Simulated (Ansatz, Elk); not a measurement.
## How far do independent atoms describe Zn3Br?

The structure of Zn3Br used here is made up (a known structure type with other elements) and was relaxed beforehand with r2SCAN. The aim is the Fourier transform of its all-electron density, F(hkl), set beside the sum over free spherical atoms that refinements use.

Main program and level: Elk 11.2.3 (patched build); DFT, PBE, all-electron APW+lo, Dirac cores, scalar-relativistic bands, static density, no spin.

The structure was built from a prototype and need not be the compound's stable phase.

## 1. The structure

The structure is cubic, space group Pm-3m (No. 221). Conventional cell: a = 4.330 Å, b = 4.330 Å, c = 4.330 Å, α = 90.00°, β = 90.00°, γ = 90.00°. Br has 12 Zn at 3.06 Å nearest. Nearest to Zn lie 8 Zn at 3.06 Å and 4 Br at 3.06 Å. Farther neighbours and most contacts between anions are not listed.

## 2. Ground state and structure factors

An all-electron density is needed, since X-rays see the cores too. Task 0 finds the density and task 195 Fourier-transforms it; tshift is off so that phases refer to the origin typed.

elk.in

```
tasks
  0
  195

xctype
  20

spinpol
  .false.

rgkmax
  7.0

gmaxvr
  14.0

lmaxo
  7

lmaxapw
  8

swidth
  0.002

tshift
  .false.

ramdisk
  .false.

hmaxvr
  5.5

maxscl
  120

epspot
  1e-06

sppath
  './'

avec
  8.18218800184 -0.00000000000 -0.00000000000
  -0.00000000000 8.18218800184 -0.00000000000
  -0.00000000000 0.00000000000 8.18218800184

atoms
  2
  'Br.in'
  1
  -0.0000000000 -0.0000000000 0.0000000000   0.000000 0.000000 0.000000
  'Zn.in'
  3
  0.5000000000 0.5000000000 -0.0000000000   0.000000 0.000000 0.000000
  0.5000000000 0.0000000000 0.5000000000   0.000000 0.000000 0.000000
  -0.0000000000 0.5000000000 0.5000000000   0.000000 0.000000 0.000000

ngridk
  5 5 5
```

Command:

```sh
$ OMP_NUM_THREADS=4 elk
```

Numbers of over 12 decimals in the logs are rounded to 6 here.

The log of the run:

```text
┌─────────────────────────┐
│ Elk code version 11.2.3 │
└─────────────────────────┘

All units are atomic (Hartree, Bohr, etc.)

┌─────────────────────────────────────────────────┐
│ Ground-state run starting from atomic densities │
└─────────────────────────────────────────────────┘

Lattice vectors :
   8.182188002      -0.000000000      -0.000000000
  -0.000000000       8.182188002      -0.000000000
  -0.000000000       0.000000000       8.182188002

Reciprocal lattice vectors :
  0.7679101612       0.000000000       0.000000000
   0.000000000      0.7679101612       0.000000000
   0.000000000       0.000000000      0.7679101612

Unit cell volume      :    547.7827629
Brillouin zone volume :   0.4528258833

Muffin-tin inner radius fraction :   0.1000000000E-01

Nuclei treated as point charges

Species : 1 (Br)
 parameters loaded from : Br.in
 name : bromine
 nuclear charge    :   -35.00000000
 electronic charge :    35.00000000
 atomic mass :    145656.0816
 muffin-tin radius :    2.400000000
 number of radial points in muffin-tin :    993
 inner part over the whole radius :   0.9934012010E-02
 number on inner part of muffin-tin    :    703
 approximate nuclear radius :   0.7858070945E-04
 number of mesh points to nuclear radius :    344
 atomic positions (lattice), magnetic fields (Cartesian) :
  1 :   0.00000000  0.00000000  0.00000000    0.00000000  0.00000000  0.00000000

Species : 2 (Zn)
 parameters loaded from : Zn.in
 name : zinc
 nuclear charge    :   -30.00000000
 electronic charge :    30.00000000
 atomic mass :    119233.3130
 muffin-tin radius :    2.400000000
 number of radial points in muffin-tin :    993
 inner part over the whole radius :   0.9843840322E-02
 number on inner part of muffin-tin    :    701
 approximate nuclear radius :   0.7484757725E-04
 number of mesh points to nuclear radius :    337
 atomic positions (lattice), magnetic fields (Cartesian) :
  1 :   0.50000000  0.50000000  0.00000000    0.00000000  0.00000000  0.00000000
  2 :   0.50000000  0.00000000  0.50000000    0.00000000  0.00000000  0.00000000
  3 :   0.00000000  0.50000000  0.50000000    0.00000000  0.00000000  0.00000000

Total number of atoms per unit cell :    4
Total muffin-tin volume :    231.6233432
 ratio of muffin-tin to unit cell volume :   0.4228379549

Spin treatment :
 spin-unpolarised

Number of Bravais lattice symmetries :   48
Number of crystal symmetries         :   48
Crystal has inversion symmetry
Real symmetric eigensolver will be used

k-point grid :      5     5     5
k-point offset :    0.000000000       0.000000000       0.000000000
k-point set is reduced with full crystal symmetry group
Total number of k-points :       10

Muffin-tin radius times maximum |G+k| :    7.000000000
 using average radius
Maximum |G+k| for APW functions       :    2.916666667
Maximum (1/2)|G+k|²                   :    4.253472222
Maximum |G| for potential and density :    14.00000000
Constant for pseudocharge density :    8
 order of it for each species :   15  15
 order of it for pair densities of each species (exact exchange by exxq0 0: 16) :   10  10
Radial integration step length :    1

G-vector grid sizes :     40    40    40
Number of G-vectors :    25413

Maximum angular momentum used for
 APW functions            :    8
 outer part of muffin-tin :    7
 inner part of muffin-tin :    2

Total nuclear charge    :   -125.0000000
Total core charge       :    54.00000000
Total valence charge    :    71.00000000
Total excess charge     :    0.000000000
Total electronic charge :    125.0000000

Effective Wigner radius, rₛ :    1.015164869

Number of empty states         :     16
Total number of valence states :     52
Total number of core states    :     54

Third-order local-orbitals added for an l without core states : T
Total number of local-orbitals :     86

Exchange-correlation functional :     20     0     0
 Perdew-Burke-Ernzerhof, Phys. Rev. Lett. 77, 3865 (1996)
 gradient requirement :    1
[...]
Madelung                    :     -9662.6584443013
 xc potential                :     -404.81811051093
 exchange                    :     -300.94529657335
 correlation                 :     -6.054155
 electron entropic           :    -0.61510627353968E-03
 total energy                :     -7995.7066407046

Density of states at Fermi energy :    49.22608139
 (states/Hartree/unit cell)

Estimated indirect band gap :   0.1021775293E-01
 from k-point 7 to k-point 4
Estimated direct band gap   :   0.1054443572E-01
 at k-point 7

Charges :
 core                        :    54.00000000
 valence                     :    71.00000000
 interstitial                :    5.526576304
 muffin-tins (core leakage)
  species : 1 (Br)
   atom 1                    :    33.47028739     (  0.2271367896E-04)
  species : 2 (Zn)
   atom 1                    :    28.66771210     (  0.8184307973E-04)
[...]
total in muffin-tins        :    119.4734237
 total calculated charge     :    124.9996316
 total charge                :    125.0000000
 error                       :   0.3684146892E-03

RMS change in Kohn-Sham potential (target) :   0.1599440625     (  0.1000000000E-05)
Absolute change in total energy (target)   :   0.1544043758     (  0.1000000000E-03)

[... loops 3 to 13 left out ...]

┌──────────────────┐
│ Loop number : 14 │
└──────────────────┘

Energies :
 Fermi                       :     0.165064
 sum of occupied eigenvalues :     -4604.0714465970
 electron kinetic            :      8159.7455028255
 core electron kinetic       :      7282.7435898235
 Coulomb                     :     -15847.476594285
 Coulomb potential           :     -12364.291416275
 nuclear-nuclear             :     -1097.0106358428
 electron-nuclear            :     -17162.436694640
 Hartree                     :      2411.9707361970
 Madelung                    :     -9665.3308861479
 xc potential                :     -399.52553314752
 exchange                    :     -301.15018599277
 correlation                 :     -6.054110
 electron entropic           :    -0.63162109715084E-03
 total energy                :     -7994.9360188184

Density of states at Fermi energy :    51.29066049
 (states/Hartree/unit cell)

Estimated indirect band gap :   0.1113307578E-01
 from k-point 7 to k-point 4
Estimated direct band gap   :   0.1496067913E-01
 at k-point 7

Charges :
 core                        :    54.00000000
 valence                     :    71.00000000
 interstitial                :    5.389097650
 muffin-tins (core leakage)
  species : 1 (Br)
[...]
species : 2 (Zn)
[...]
total in muffin-tins        :    119.6109024
 total calculated charge     :    124.9996417
 total charge                :    125.0000000
 error                       :   0.3583152216E-03

RMS change in Kohn-Sham potential (target) :   0.1090530338E-06 (  0.1000000000E-05)
Absolute change in total energy (target)   :   0.9707743629E-04 (  0.1000000000E-03)

Convergence targets achieved

┌──────────────────┐
│ Loop number : 15 │
└──────────────────┘

Energies :
 Fermi                       :     0.165064
 sum of occupied eigenvalues :     -4604.0714517259
 electron kinetic            :      8159.7454962875
 core electron kinetic       :      7282.7435878082
 Coulomb                     :     -15847.476594705
 Coulomb potential           :     -12364.291413542
 nuclear-nuclear             :     -1097.0106358428
 electron-nuclear            :     -17162.436698127
 Hartree                     :      2411.9707392651
 Madelung                    :     -9665.3308879343
 xc potential                :     -399.52553447174
 exchange                    :     -301.15018615947
 correlation                 :     -6.054110
 electron entropic           :    -0.63162129734314E-03
 total energy                :     -7994.9360259315

Density of states at Fermi energy :    51.29067690
 (states/Hartree/unit cell)

Estimated indirect band gap :   0.1113307491E-01
 from k-point 7 to k-point 4
Estimated direct band gap   :   0.1496070133E-01
 at k-point 7

Charges :
 core                        :    54.00000000
 valence                     :    71.00000000
 interstitial                :    5.389097079
 muffin-tins (core leakage)
  species : 1 (Br)
[...]
species : 2 (Zn)
   atom 1                    :    28.72726905     (  0.7980873247E-04)
   atom 2                    :    28.72726905     (  0.7980873247E-04)
   atom 3                    :    28.72726905     (  0.7980873247E-04)
 total in muffin-tins        :    119.6109029
 total calculated charge     :    124.9996417
 total charge                :    125.0000000
 error                       :   0.3583152754E-03

┌──────────────────────────────┐
│ Self-consistent loop stopped │
└──────────────────────────────┘

Wrote STATE.OUT
```

Elapsed: 13 s, on 4 threads of AMD EPYC 7B13 (Zen 3), shared host; peak memory 0.18 GiB; 27 s of CPU time.

SFACRHO.OUT:

```text

h k l indices transformed by vhmat matrix:
   1.000000000       0.000000000       0.000000000    
   0.000000000       1.000000000       0.000000000    
   0.000000000       0.000000000       1.000000000    

      h      k      l  multipl.   |H|            Re(F)            Im(F)           |F|

      0      0      0      1   0.0000000       125.00000      0.11057292E-16   125.00000    
      0      1      0      6  0.76791016       4.3815934      0.64142342E-14   4.3815934    
      0     -1      1     12   1.0859890       4.0321687     -0.27971853E-14   4.0321687    
      1     -1     -1      8   1.3300594       100.18905      0.56495351E-14   100.18905    
     -2      0      0      6   1.5358203       95.384237      0.11152448E-13   95.384237    
     -1      0     -2     24   1.7170993       3.2915566     -0.53890579E-14   3.2915566    
     -2      1      1     24   1.8809881       3.2350104     -0.19811403E-13   3.2350104    
     -2      2      0     12   2.1719779       82.078054      0.45022975E-14   82.078054    
     -2     -1      2     24   2.3037305       3.3065714     -0.60515692E-15   3.3065714    
      3      0      0      6   2.3037305       3.3191016      0.13943632E-13   3.3191016    
     -3      0     -1     24   2.4283451       3.3544865      0.57631058E-16   3.3544865    
     -3     -1      1     24   2.5468699       74.968100      0.11127276E-13   74.968100    
      2      2      2      8   2.6601188       72.944960     -0.25531901E-13   72.944960    
      0     -2     -3     24   2.7687395       3.5340251     -0.12334807E-13   3.5340251    
     -2      3      1     48   2.8732567       3.5757387     -0.15323897E-13   3.5757387    
      0      0      4      6   3.0716406       65.909600     -0.15056952E-13   65.909600    
      0      4     -1     24   3.1661747       3.6778481     -0.36706700E-14   3.6778481    
      3      2      2     24   3.1661747       3.6864963      0.11141712E-13   3.6864963
```

Elk indexes on the primitive cell of elk.in and gives |H| = 4π sin θ/λ in inverse bohr. Below, one row stands for each form hkl of the conventional cell (m members, Friedel mates merged), F is for one primitive cell and the density is static (no thermal factor). Free-atom factors are Waasmaier and Kirfel's, and R is Σm||F|−|F'||/Σm|F|.

```tsv
hkl	m	sin θ/λ (Å⁻¹)	abs F, DFT	neutral atoms	diff.
100	6	0.116	4.382	4.365	+0.017
110	12	0.163	4.032	3.827	+0.205
111	8	0.200	100.189	100.577	-0.388
200	6	0.231	95.384	95.911	-0.527
210	24	0.258	3.292	3.150	+0.141
211	24	0.283	3.235	3.124	+0.111
220	12	0.327	82.078	82.444	-0.366
221	24	0.346	3.307	3.253	+0.053
300	6	0.346	3.319	3.253	+0.066
310	24	0.365	3.354	3.322	+0.033
311	24	0.383	74.968	75.188	-0.220
222	8	0.400	72.945	73.106	-0.161
320	24	0.416	3.534	3.519	+0.015
321	48	0.432	3.576	3.574	+0.002
400	6	0.462	65.910	65.999	-0.090
410	24	0.476	3.678	3.699	-0.021
322	24	0.476	3.687	3.699	-0.012
330	12	0.490	3.701	3.726	-0.025
411	24	0.490	3.711	3.726	-0.015
331	24	0.503	61.580	61.643	-0.063
420	24	0.516	60.278	60.335	-0.057
421	48	0.529	3.737	3.770	-0.033
```

## 3. The highest occupied states alone

An energy window below the Fermi level keeps the highest occupied states, to see at which angles they scatter; shallow core shells can lie inside it and anion s states outside. No new self-consistency is needed.

Changes to elk.in since step 2:

```diff
@@ -1,3 +1,2 @@
 tasks
-  0
   195
@@ -40,2 +39,5 @@
 
+wsfac
+  -0.275930 0.465060
+
 sppath
```

Command:

```sh
$ OMP_NUM_THREADS=4 elk
```

The log of the run:

```text
┌─────────────────────────────────┐
│ Elk code version 11.2.3 started │
└─────────────────────────────────┘

Info(readinput): the functional depends on the density's gradient
 muffin-tin radial points multiplied by    2.00000
 (not where nrmtscf is given)

┌────────────────────┐
│ Current task : 195 │
└────────────────────┘

Info(sfacrho): density structure factors written to SFACRHO.OUT

 Energy window :  -0.2759300000      0.4650600000

┌──────────────────┐
│ Elk code stopped │
└──────────────────┘
```

It took 5.4 s on 4 threads; peak memory 0.16 GiB.

States within 12 eV below the Fermi level hold 41.00 electrons; any levels below the window count with the cores. Their amplitudes can exceed the total, where window and core parts have opposite phase:

```tsv
hkl	sin θ/λ (Å⁻¹)	abs F, window	abs F, all
100	0.116	6.785	4.382
110	0.163	6.492	4.032
111	0.200	23.720	100.189
200	0.231	21.012	95.384
210	0.258	5.900	3.292
211	0.283	5.632	3.235
220	0.327	14.783	82.078
221	0.346	4.763	3.307
300	0.346	4.751	3.319
310	0.365	4.490	3.354
```

## 4. Another functional

The difference from free atoms is small, so it is set against the change that PBEsol makes.

Changes to elk.in since step 3:

```diff
@@ -1,2 +1,3 @@
 tasks
+  0
   195
@@ -4,3 +5,3 @@
 xctype
-  20
+  22
 
@@ -39,5 +40,2 @@
 
-wsfac
-  -0.275930 0.465060
-
 sppath
```

Command:

```sh
$ OMP_NUM_THREADS=4 elk
```

The log of the run:

```text
┌─────────────────────────┐
│ Elk code version 11.2.3 │
└─────────────────────────┘

All units are atomic (Hartree, Bohr, etc.)

┌─────────────────────────────────────────────────┐
│ Ground-state run starting from atomic densities │
└─────────────────────────────────────────────────┘

Lattice vectors :
   8.182188002      -0.000000000      -0.000000000
  -0.000000000       8.182188002      -0.000000000
  -0.000000000       0.000000000       8.182188002

Reciprocal lattice vectors :
  0.7679101612       0.000000000       0.000000000
[...]
valence                     :    71.00000000
 interstitial                :    5.415742242
 muffin-tins (core leakage)
  species : 1 (Br)
[...]
species : 2 (Zn)
[...]
atom 2                    :    28.72459578     (  0.8141780333E-04)
   atom 3                    :    28.72459578     (  0.8141780333E-04)
 total in muffin-tins        :    119.5842578
 total calculated charge     :    124.9996389
 total charge                :    125.0000000
 error                       :   0.3611417895E-03

┌──────────────────────────────┐
│ Self-consistent loop stopped │
└──────────────────────────────┘

Wrote STATE.OUT
[key lines of the parts left out:]
total energy                :     -7989.0089155533
```

Run time: 12 s. Hardware: 4 threads; peak memory 0.19 GiB.

Against the first run R = 0.03 %; the largest change is -0.030 at 111.

## 5. A coarser k-mesh

About half the k-points along each axis test the sampling.

Changes to elk.in since step 4:

```diff
@@ -5,3 +5,3 @@
 xctype
-  22
+  20
 
@@ -60,2 +60,2 @@
 ngridk
-  5 5 5
+  2 2 2
```

Command:

```sh
$ OMP_NUM_THREADS=4 elk
```

The log of the run:

```text
┌─────────────────────────┐
│ Elk code version 11.2.3 │
└─────────────────────────┘

All units are atomic (Hartree, Bohr, etc.)

┌─────────────────────────────────────────────────┐
│ Ground-state run starting from atomic densities │
└─────────────────────────────────────────────────┘

Lattice vectors :
   8.182188002      -0.000000000      -0.000000000
  -0.000000000       8.182188002      -0.000000000
  -0.000000000       0.000000000       8.182188002

Reciprocal lattice vectors :
  0.7679101612       0.000000000       0.000000000
[...]
valence                     :    71.00000000
 interstitial                :    5.359193320
 muffin-tins (core leakage)
  species : 1 (Br)
[...]
species : 2 (Zn)
[...]
atom 2                    :    28.71989605     (  0.7984799367E-04)
   atom 3                    :    28.71989605     (  0.7984799367E-04)
 total in muffin-tins        :    119.6408067
 total calculated charge     :    124.9996811
 total charge                :    125.0000000
 error                       :   0.3189054847E-03

┌──────────────────────────────┐
│ Self-consistent loop stopped │
└──────────────────────────────┘

Wrote STATE.OUT
[key lines of the parts left out:]
total energy                :     -7994.9208849555
```

Run time: 10 s. Hardware: 4 threads; peak memory 0.18 GiB; 19 s of CPU time.

Against the first run R = 0.02 %; the largest change is +0.082 at 200.

## 6. Basis size

A smaller basis shows how fast F responds to it; the change is likely larger than the basis error of the first run, but doesn't show convergence.

Changes to elk.in since step 5:

```diff
@@ -11,3 +11,3 @@
 rgkmax
-  7.0
+  5.5
 
@@ -60,2 +60,2 @@
 ngridk
-  2 2 2
+  5 5 5
```

Command:

```sh
$ OMP_NUM_THREADS=4 elk
```

The log of the run:

```text
┌─────────────────────────┐
│ Elk code version 11.2.3 │
└─────────────────────────┘

All units are atomic (Hartree, Bohr, etc.)

┌─────────────────────────────────────────────────┐
│ Ground-state run starting from atomic densities │
└─────────────────────────────────────────────────┘

Lattice vectors :
   8.182188002      -0.000000000      -0.000000000
  -0.000000000       8.182188002      -0.000000000
  -0.000000000       0.000000000       8.182188002

Reciprocal lattice vectors :
  0.7679101612       0.000000000       0.000000000
[...]
valence                     :    71.00000000
 interstitial                :    5.528161685
 muffin-tins (core leakage)
  species : 1 (Br)
[...]
species : 2 (Zn)
[...]
atom 2                    :    28.69453384     (  0.8029494055E-04)
   atom 3                    :    28.69453384     (  0.8029494055E-04)
 total in muffin-tins        :    119.4718383
 total calculated charge     :    124.9993912
 total charge                :    125.0000000
 error                       :   0.6088194326E-03

┌──────────────────────────────┐
│ Self-consistent loop stopped │
└──────────────────────────────┘

Wrote STATE.OUT
[key lines of the parts left out:]
total energy                :     -7994.8007269248
```

It took 12 s on 4 threads; peak memory 0.18 GiB; 24 s of CPU time.

Against the first run R = 0.03 %; the largest change is +0.070 at 311.

## 7. Settings against the effect

```tsv
run	R against the first run (%)	R against neutral atoms, low angle (%)	wall time
PBE, rgkmax 7	0.00	0.93	13 s
PBEsol	0.03	0.96	12 s
k-mesh 2×2×2	0.02	0.93	10 s
rgkmax 5.5	0.03	0.89	12 s
```

## 8. Summary of results

* R against neutral atoms, sin θ/λ < 0.3 Å⁻¹: 0.93 %
* R against neutral atoms, 0.3 to 0.82 Å⁻¹: 0.38 %

Independent neutral atoms miss the calculated amplitudes by R = 0.93 % below 0.3 Å⁻¹ and 0.38 % from there to 0.82 Å⁻¹; by shells, 0.38 % below 0.15 Å⁻¹ (1 form), 0.94 % 0.15 to 0.3 (5 forms), 0.36 % 0.3 to 0.45 (8 forms), 0.38 % above 0.45 (48 forms). Bonding, aspherical density and the tables' own atoms all enter these figures, and the runs don't part them. The largest change of an amplitude is -0.53 electrons, at 200. The window's part falls from 41.0 electrons at the origin to at most 8.86 between 0.45 and 0.82 Å⁻¹, where compact states inside the window still scatter. Below 0.3 Å⁻¹ the changes that finished (PBEsol, k-mesh 2×2×2 and rgkmax 5.5) move F by R = 0.09 % at most, against the 0.93 % that separates it from free atoms. The electron count is odd, so without spin the run is a metal by force. Part of the difference isn't bonding: the tables are fits to free atoms and ions calculated by other methods than this functional. Thermal motion, anomalous dispersion and extinction are left out.

[Logs are printed without paths, hosts, clocks, repeated set-up lines and the standing remarks that a program may print on its own settings, such as how far it seeks lower states.]

[Hosts, paths, dates, database ids (printed as entryN), source tags and the programs' standing remarks are cut or masked in the printed files.]
